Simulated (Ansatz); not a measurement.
Rows from a G0W0 calculation on CdF2 (Fm-3m) (Ansatz 0.2.0; G0W0 on LDA, plane waves, PAW; PAW set soft_1; 6×6×6 mesh, 116 empty bands, screening to 120 eV, PAW set soft_1 files), in eV. Spin-orbit coupling is left out.

```csv
row,Σx,Σc,Vxc,Z
A,-9.51,-3.74,-14.54,0.85
B,-12.58,-4.47,-19.03,0.81
C,-8.39,-4.49,-14.47,0.83
D,-35.08,5.83,-27.83,0.77
E,-5.55,-4.77,-11.89,0.84
F,-33.45,5.96,-26.27,0.76
```

Which rows are filled states and which are empty ones, and how can one tell?

Filled: D and F. Empty: A, B, C and E. The sign of Σc tells: for a filled state bare exchange, which holds its interaction with itself, lies below Vxc (Σx − Vxc is -7.2 eV or lower here) and screening gives part back as a positive Σc. For an empty state Σx lies above Vxc (+5.0 eV or more) and the Coulomb hole leaves Σc negative.

[Paths, hosts, dates, memory and timing lines, banners, echoed tables and standing remarks are left out of the program output.]

[Logs are printed without paths, hosts, clocks, repeated set-up lines and the standing remarks that a program may print on its own settings, such as how far it seeks lower states.]

[Runs of the session that timed out or met a known fault of the program may be left out.]

[Cells called generated may have been cut or substituted from an entry of the Crystallography Open Database or the Materials Project.]

[Hosts, paths, dates, database ids (printed as entryN), source tags and the programs' standing remarks are cut or masked in the printed files.]
